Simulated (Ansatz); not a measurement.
In doubt: masses and optical values from hybrid runs of this build are listed as unsure (in some of the runs), which bears on the screening that GW takes from such a start.

System: Cs2PbI2Cl2 (I4/mmm).

```xyz
7
Lattice="-2.8839 2.8839 9.7428 2.8839 -2.8839 9.7428 2.8839 2.8839 -9.7428" Properties=species:S:1:pos:R:3 pbc="T T T"
Cs    0.0000    0.0000    7.1833
Cs    0.0000    0.0000   12.3023
Pb    0.0000    0.0000    0.0000
I     0.0000    0.0000    3.2410
I     0.0000    0.0000   16.2446
Cl    0.0000    2.8839    0.0000
Cl    2.8839    0.0000    0.0000
```

The cell and positions are those that the Materials Project relaxed with its own functionals (PBE, PBE+U or r2SCAN), kept fixed. Spin-orbit coupling is left out unless a run names it.

Gaps computed with Ansatz 0.2.0 without a self-energy: HSE06 3.25 eV and r2SCAN 2.90 eV.

Question: Estimate the G0W0@HSE06 gap with 4×4×4 mesh, 1090 empty bands, screening to 130 eV, PAW set soft_1 files.

About 4.44 eV: on its mesh the run moves the gap from 3.26 eV by +1.18 eV. Among the scalar-relativistic levels given, HSE06 is nearest (−1.19 eV). Bands and cutoff are finite, so the gap is not at the basis limit. The miss can reach some tenths of an eV and take either sign; the mesh is an error of its own. Where an edge is built on 6p states of lead, bismuth or thallium, scalar-relativistic gaps usually stand too wide, by a few tenths to over one eV. The many-body steps are scalar-relativistic: spin-orbit coupling is not in them.

[Paths, hosts, dates, memory and timing lines, banners, echoed tables and standing remarks are left out of the program output.]

[Logs are printed without paths, hosts, clocks, repeated set-up lines and the standing remarks that a program may print on its own settings, such as how far it seeks lower states.]

[Runs of the session that timed out or met a known fault of the program may be left out.]

[Cells called generated may have been cut or substituted from an entry of the Crystallography Open Database or the Materials Project.]

[Hosts, paths, dates, database ids (printed as entryN), source tags and the programs' standing remarks are cut or masked in the printed files.]
